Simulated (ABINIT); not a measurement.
# AlN (P6_3mc): G0W0 in ABINIT against the screening cutoff in the self-energy

Aim: move the screening cutoff in the self-energy of a G0W0 run on AlN (P6_3mc) over a wide range.

Calculated with ABINIT 10.8.3; LDA and many-body steps on it, plane waves.

The database entry behind the starting cell differs from later determinations by our own check (inner coordinate u about 0.002 short), so it need not match the best structure at ambient conditions.

## 1. The starting structure

The structure is hexagonal, space group P6_3mc (No. 186). Conventional cell: a = 3.113 Å, b = 3.113 Å, c = 4.981 Å, α = 90.00°, β = 90.00°, γ = 120.00°. Nearest to Al lie 4 N at 1.89 Å. N has 4 Al at 1.89 Å nearest. Farther neighbours and most contacts between anions are not listed.

Structure file:

```cif
data_structure
_symmetry_space_group_name_H-M 'P6_3mc'
_symmetry_Int_Tables_number 186
_cell_length_a 3.1130
_cell_length_b 3.1130
_cell_length_c 4.9810
_cell_angle_alpha 90.000
_cell_angle_beta 90.000
_cell_angle_gamma 120.000
_cell_volume 41.80
loop_
_atom_site_label
_atom_site_type_symbol
_atom_site_symmetry_multiplicity
_atom_site_Wyckoff_symbol
_atom_site_fract_x
_atom_site_fract_y
_atom_site_fract_z
_atom_site_occupancy
Al1 Al 2 b 0.33333 0.66667 0.00000 1
N1 N 2 b 0.33333 0.66667 0.38000 1
```

The cell and positions come from the Crystallography Open Database and are kept as given unless a step says otherwise.

## 2. Screening, 3×3×2 mesh, 132 bands, screening to 217.7 eV

This step: ABINIT 10.8.3; RPA screening on LDA, plane waves, norm-conserving pseudopotentials.

The RPA dielectric matrix is built and inverted for each q.

run.abi

```
acell 3*1.0 Angstrom
rprim 
  3.113000000011 -0.000000000003 0.000000000000
  -1.556500000003 2.695937081992 0.000000000000
  0.000000000000 0.000000000000 4.981000000000
ntypat 2
znucl 13 7
natom 4
typat 1 1 2 2
xred 
  0.333333333333 0.666666666667 0.000000000000
  0.666666666667 0.333333333333 0.500000000000
  0.333333333333 0.666666666667 0.380000000000
  0.666666666667 0.333333333333 0.880000000000
pp_dirpath "pseudos"
pseudos "Al.upf, N.upf"
ecut 36
ngkpt 3 3 2
nshiftk 1
shiftk 0 0 0
kptopt 1
chksymbreak 0
istwfk *1
occopt 1
irdwfk 1
optdriver 3
nband 132
ecuteps 8
inclvkb 2
awtr 1
symchi 1
indata_prefix "in"
outdata_prefix "out"
tmpdata_prefix "tmp"
```

On the command line:

```console
> OMP_NUM_THREADS=1 mpirun -n 4 abinit run.abi > log
```

Log:

```text
.Version 10.8.3 of ABINIT. v10.8.2 released Aug 2026.

 Symmetries : space group P6_3 m c (#186); Bravais hP (primitive hexag.)
[... echo of the input left out ...]
== DATASET  1 ==================================================================
-   mpi_nproc: 4, omp_nthreads: 1 (-1 if OMP is not activated)

--- !DatasetInfo
iteration_state: {dtset: 1, }
dimensions: {natom: 4, nkpt: 6, mband: 132, nsppol: 1, nspinor: 1, nspden: 1, mpw: 2934, }
cutoff_energies: {ecut:  36.0, pawecutdg:  -1.0, }
electrons: {nelect:   1.60000000E+01, charge:   0.00000000E+00, occopt:   1.00000000E+00, tsmear:   1.00000000E-02, }

 SCREENING: Calculation of the susceptibility and dielectric matrices

 Based on a program developped by R.W. Godby, V. Olevano, G. Onida, and L. Reining.
 Incorporated in ABINIT by V. Olevano, G.-M. Rignanese, and M. Torrent.
.Using double precision arithmetic ; gwpc =  8

[... cell and pseudopotentials left out ...]
--------------------------------------------------------------------------------

 ==== K-mesh for the wavefunctions ====
 Number of points in the irreducible wedge :     6
[... list of points left out ...]
 Together with 12 symmetry operations and time-reversal symmetry
 yields    18 points in the full Brillouin Zone.

 ==== Q-mesh for the screening function ====
 Number of points in the irreducible wedge :     6
[... list of points left out ...]
 Together with 12 symmetry operations and time-reversal symmetry
 yields    18 points in the full Brillouin Zone.

 setmesh: FFT mesh size selected  =    24x   24x   40
          total number of points  =        23040

 vcoul_init : cutoff-mode = AUXILIARY_FUNCTION
 q-points for optical limit:   1
     1)      0.000010    0.000020    0.000030

- screening: taking advantage of time-reversal symmetry
- Maximum band index for partially occupied states nbvw = 8
- Remaining bands to be divided among processors   nbcw = 124
- Number of bands treated by each node ~31

 Number of electrons calculated from density =   16.0000; Expected =   16.0000
 average of density, n =  0.056718
 r_s =    1.6146
 omega_plasma =   22.9728 [eV]

 calculating chi0 at frequencies [eV] :
  1    0.000000E+00    0.000000E+00
  2    0.000000E+00    2.297283E+01

--------------------------------------------------------------------------------
  q-point number  1        q = ( 0.000000, 0.000000, 0.000000) [r.l.u.]
--------------------------------------------------------------------------------
[... chi0 elements left out ...]
 For q-point:  0.000010 0.000020 0.000030
  dielectric constant =   4.9804
  dielectric constant without local fields =   5.4739

  Average fulfillment of the sum rule on Im[epsilon] for q-point    1 :     84.75  [%]
[... wings left out ...]
  q-point number  2        q = ( 0.333333, 0.000000, 0.000000) [r.l.u.]
--------------------------------------------------------------------------------
[... chi0 elements left out ...]
  Average fulfillment of the sum rule on Im[epsilon] for q-point    2 :     88.00  [%]

 [... 4 further q-points ...]
```

Wall time 12 s (4 MPI ranks of Arm Neoverse V1, shared host); peak memory 0.64 GiB; 46 s of CPU time.

This step gave:

- ε∞ with local fields, on this mesh, along the program's q direction: 4.980
- the same without local fields: 5.474
- plasma frequency: 22.97 eV
- plane waves in the screening matrix: 311

Local fields lower ε∞ by 9 %. On a Γ-centred mesh this coarse the value itself is usually too large, while a short band sum pulls it down.

## 3. 0.8 Ha

This step: G0W0 on LDA, plane waves, norm-conserving pseudopotentials.

Edit run.abi of step 2 so:

```diff
@@ -25,8 +25,15 @@
 irdwfk 1
-optdriver 3
+optdriver 4
 nband 132
-ecuteps 8
-inclvkb 2
-awtr 1
-symchi 1
+gwcalctyp 0
+ecutsigx 36
+symsigma 1
+nkptgw 1
+kptgw 
+  0.0000000000 0.0000000000 0.0000000000
+bdgw 
+  6 10
+ecuteps 0.8
+irdscr 1
+ppmodel 1
 indata_prefix "in"
```

Log:

```text
.Version 10.8.3 of ABINIT. v10.8.2 released Aug 2026.

 Symmetries : space group P6_3 m c (#186); Bravais hP (primitive hexag.)
[... echo of the input left out ...]
== DATASET  1 ==================================================================
-   mpi_nproc: 4, omp_nthreads: 1 (-1 if OMP is not activated)

--- !DatasetInfo
iteration_state: {dtset: 1, }
dimensions: {natom: 4, nkpt: 6, mband: 132, nsppol: 1, nspinor: 1, nspden: 1, mpw: 2934, }
cutoff_energies: {ecut:  36.0, pawecutdg:  -1.0, }
electrons: {nelect:   1.60000000E+01, charge:   0.00000000E+00, occopt:   1.00000000E+00, tsmear:   1.00000000E-02, }

 SIGMA: Calculation of the GW corrections

 Based on a program developped by R.W. Godby, V. Olevano, G. Onida, and L. Reining.
 Incorporated in ABINIT by V. Olevano, G.-M. Rignanese, and M. Torrent.
.Using double precision arithmetic ; gwpc =  8

[... cell and pseudopotentials left out ...]
--------------------------------------------------------------------------------

 ==== K-mesh for the wavefunctions ====
 Number of points in the irreducible wedge :     6
[... list of points left out ...]
 Together with 12 symmetry operations and time-reversal symmetry
 yields    18 points in the full Brillouin Zone.

 ==== Q-mesh for screening function ====
 Number of points in the irreducible wedge :     6
[... list of points left out ...]
 Together with 12 symmetry operations and time-reversal symmetry
 yields    18 points in the full Brillouin Zone.

 vcoul_init : cutoff-mode = AUXILIARY_FUNCTION
 q-points for optical limit:   1
     1)      0.000010    0.000020    0.000030
 setmesh: FFT mesh size selected  =    27x   27x   54
          total number of points  =        39366

 Number of electrons calculated from density =   16.0000; Expected =   16.0000
 average of density, n =  0.056718
 r_s =    1.6146
 omega_plasma =   22.9728 [eV]

 === KS Band Gaps ===
  >>>> For spin  1
   Minimum direct gap =   4.2550 [eV], located at k-point      :   0.0000  0.0000  0.0000
   Fundamental gap    =   4.2550 [eV], Top of valence bands at :   0.0000  0.0000  0.0000
                                       Bottom of conduction at :   0.0000  0.0000  0.0000
 SIGMA fundamental parameters:
 PLASMON POLE MODEL  1
 number of plane-waves for SigmaX                 2863
 number of plane-waves for SigmaC and W              9
 number of plane-waves for wavefunctions          2863
 number of bands                                   132
 number of independent spin polarizations            1
 number of spinorial components                      1
 number of k-points in IBZ                           6
 number of q-points in IBZ                           6
 number of symmetry operations                      12
 number of k-points in BZ                           18
 number of q-points in BZ                           18
 number of frequencies for dSigma/dE                 9
 frequency step for dSigma/dE [eV]                0.25
 number of omega for Sigma on real axis              0
 max omega for Sigma on real axis  [eV]           0.00
 zcut for avoiding poles [eV]                     0.10

 EPSILON^-1 parameters (SCR file):
 dimension of the eps^-1 matrix on file            311
 dimension of the eps^-1 matrix used                 9
 number of plane-waves for wavefunctions          2863
 number of bands                                   132
 number of q-points in IBZ                           6
 number of frequencies                               2
 number of real frequencies                          1
 number of imag frequencies                          1

 matrix elements of self-energy operator (all in [eV])

 Perturbative Calculation

--- !SelfEnergy_ee
iteration_state: {dtset: 1, }
kpoint     : [   0.000,    0.000,    0.000, ]
spin       : 1
KS_gap     :    4.255
QP_gap     :    6.117
Delta_QP_KS:    1.862
data: !SigmaeeData |
     Band     E0 <VxcDFT>   SigX SigC(E0)      Z dSigC/dE  Sig(E)    E-E0       E
        6   5.481 -16.826 -20.889   3.195   0.845  -0.184 -17.560  -0.734   4.747
        7   5.481 -16.826 -20.889   3.195   0.845  -0.184 -17.560  -0.734   4.747
        8   5.659 -16.916 -20.711   3.022   0.846  -0.182 -17.570  -0.654   5.005
        9   9.914 -12.734  -7.790  -3.526   0.852  -0.174 -11.526   1.207  11.122
       10  12.222 -11.070  -5.601  -3.699   0.852  -0.174  -9.562   1.508  13.730

== END DATASET(S) ==============================================================
================================================================================

 -outvars: echo values of variables after computation  --------
           etotal      0.0000000000E+00
            nband         132
             nkpt           6
          spgroup         186
 [... the other variables as echoed above ...]

 Calculation completed.
```

It took 2.4 s on 4 MPI ranks; peak memory 0.1 GiB.

Numbers from this step:

```
G0W0 gap on the points computed              : 6.117 eV
starting gap on the mesh                     : 4.255 eV
k of the valence top                         : 0, 0, 0
k of the conduction bottom                   : 0, 0, 0
Z at the valence top                         : 0.846
Z at the conduction bottom                   : 0.852
least direct G0W0 gap on the computed points : 6.117 eV
```

## 4. 1.6 Ha

Edit run.abi of step 3 so:

```diff
@@ -35,3 +35,3 @@
   6 10
-ecuteps 0.8
+ecuteps 1.6
 irdscr 1
```

Log:

```text
.Version 10.8.3 of ABINIT. v10.8.2 released Aug 2026.

 Symmetries : space group P6_3 m c (#186); Bravais hP (primitive hexag.)
[... echo of the input left out ...]
== DATASET  1 ==================================================================
-   mpi_nproc: 4, omp_nthreads: 1 (-1 if OMP is not activated)

--- !DatasetInfo
iteration_state: {dtset: 1, }
dimensions: {natom: 4, nkpt: 6, mband: 132, nsppol: 1, nspinor: 1, nspden: 1, mpw: 2934, }
cutoff_energies: {ecut:  36.0, pawecutdg:  -1.0, }
electrons: {nelect:   1.60000000E+01, charge:   0.00000000E+00, occopt:   1.00000000E+00, tsmear:   1.00000000E-02, }

 SIGMA: Calculation of the GW corrections

 Based on a program developped by R.W. Godby, V. Olevano, G. Onida, and L. Reining.
 Incorporated in ABINIT by V. Olevano, G.-M. Rignanese, and M. Torrent.
.Using double precision arithmetic ; gwpc =  8

[... cell and pseudopotentials left out ...]
--------------------------------------------------------------------------------

 ==== K-mesh for the wavefunctions ====
 Number of points in the irreducible wedge :     6
[... list of points left out ...]
 Together with 12 symmetry operations and time-reversal symmetry
 yields    18 points in the full Brillouin Zone.

 ==== Q-mesh for screening function ====
 Number of points in the irreducible wedge :     6
[... list of points left out ...]
 Together with 12 symmetry operations and time-reversal symmetry
 yields    18 points in the full Brillouin Zone.

 vcoul_init : cutoff-mode = AUXILIARY_FUNCTION
 q-points for optical limit:   1
     1)      0.000010    0.000020    0.000030
 setmesh: FFT mesh size selected  =    27x   27x   54
          total number of points  =        39366

 Number of electrons calculated from density =   16.0000; Expected =   16.0000
[...]
number of q-points in IBZ                           6
 number of symmetry operations                      12
 number of k-points in BZ                           18
 number of q-points in BZ                           18
 number of frequencies for dSigma/dE                 9
 frequency step for dSigma/dE [eV]                0.25
 number of omega for Sigma on real axis              0
 max omega for Sigma on real axis  [eV]           0.00
 zcut for avoiding poles [eV]                     0.10

 EPSILON^-1 parameters (SCR file):
 dimension of the eps^-1 matrix on file            311
 dimension of the eps^-1 matrix used                23
 number of plane-waves for wavefunctions          2863
 number of bands                                   132
 number of q-points in IBZ                           6
 number of frequencies                               2
 number of real frequencies                          1
 number of imag frequencies                          1

 matrix elements of self-energy operator (all in [eV])

 Perturbative Calculation

--- !SelfEnergy_ee
iteration_state: {dtset: 1, }
kpoint     : [   0.000,    0.000,    0.000, ]
spin       : 1
KS_gap     :    4.255
QP_gap     :    5.467
Delta_QP_KS:    1.212
data: !SigmaeeData |
     Band     E0 <VxcDFT>   SigX SigC(E0)      Z dSigC/dE  Sig(E)    E-E0       E
        6   5.481 -16.826 -20.889   3.428   0.818  -0.223 -17.346  -0.520   4.961
        7   5.481 -16.826 -20.889   3.428   0.818  -0.223 -17.346  -0.520   4.961
        8   5.659 -16.916 -20.711   3.299   0.818  -0.222 -17.322  -0.406   5.253
        9   9.914 -12.734  -7.790  -3.979   0.835  -0.198 -11.929   0.805  10.719
       10  12.222 -11.070  -5.601  -4.172   0.837  -0.195  -9.985   1.084  13.306

== END DATASET(S) ==============================================================
================================================================================

 -outvars: echo values of variables after computation  --------
           etotal      0.0000000000E+00
            nband         132
             nkpt           6
          spgroup         186
 [... the other variables as echoed above ...]

 Calculation completed.
```

The job ended after 2.4 s (4 MPI ranks; peak memory 0.1 GiB).

This step gave:

| Property | Result |
| --- | --- |
| G0W0 gap on the points computed | 5.466 eV |
| starting gap on the mesh | 4.255 eV |
| k of the valence top | 0, 0, 0 |
| k of the conduction bottom | 0, 0, 0 |
| Z at the valence top | 0.818 |
| Z at the conduction bottom | 0.835 |
| least direct G0W0 gap on the computed points | 5.466 eV |

## 5. 2.8 Ha

The self-energy is evaluated for the states that the input lists, and the levels follow from it, in one-shot runs by the linearised quasiparticle equation.

Edit run.abi of step 4 so:

```diff
@@ -35,3 +35,3 @@
   6 10
-ecuteps 1.6
+ecuteps 2.8
 irdscr 1
```

Log:

```text
.Version 10.8.3 of ABINIT. v10.8.2 released Aug 2026.

 Symmetries : space group P6_3 m c (#186); Bravais hP (primitive hexag.)
[... echo of the input left out ...]
== DATASET  1 ==================================================================
-   mpi_nproc: 4, omp_nthreads: 1 (-1 if OMP is not activated)

--- !DatasetInfo
iteration_state: {dtset: 1, }
dimensions: {natom: 4, nkpt: 6, mband: 132, nsppol: 1, nspinor: 1, nspden: 1, mpw: 2934, }
cutoff_energies: {ecut:  36.0, pawecutdg:  -1.0, }
[...]
8   5.659 -16.916 -20.711   3.197   0.800  -0.250 -17.394  -0.479   5.180
        9   9.914 -12.734  -7.790  -3.960   0.824  -0.214 -11.924   0.810  10.724
       10  12.222 -11.070  -5.601  -4.363   0.829  -0.206 -10.153   0.916  13.138

== END DATASET(S) ==============================================================
================================================================================

 -outvars: echo values of variables after computation  --------
           etotal      0.0000000000E+00
            nband         132
             nkpt           6
          spgroup         186
 [... the other variables as echoed above ...]

 Calculation completed.
```

The job ended after 2.7 s (4 MPI ranks; peak memory 0.12 GiB; 10 s of CPU time).

This step gave:

| Quantity | Value |
| --- | --- |
| G0W0 gap on the points computed | 5.544 eV |
| starting gap on the mesh | 4.255 eV |
| k of the valence top | 0, 0, 0 |
| k of the conduction bottom | 0, 0, 0 |
| least direct G0W0 gap on the computed points | 5.544 eV |

The gap on the mesh goes from 4.26 eV to 5.54 eV, a correction of +1.29 eV.

(Continued in part 2 of 2.)

[Paths, hosts, dates, memory and timing lines, banners, echoed tables and standing remarks are left out of the program output.]

[Logs are printed without paths, hosts, clocks, repeated set-up lines and the standing remarks that a program may print on its own settings, such as how far it seeks lower states.]

[Runs of the session that timed out or met a known fault of the program may be left out.]

[No measured gap is set beside runs whose start may be inverted or whose files or cutoffs have a known fault.]

[Hosts, paths, dates, database ids (printed as entryN), source tags and the programs' standing remarks are cut or masked in the printed files.]

[G0W0 gaps are taken among the corrected bands and points alone; a level outside them can change the order at an edge.]

[Where Ansatz stands beside ABINIT at settings called matched, ABINIT's density can come from a denser mesh and the files from another edition; pairs whose starting gaps differed by over 0.03 eV were left out, so agreement reads better than it is.]
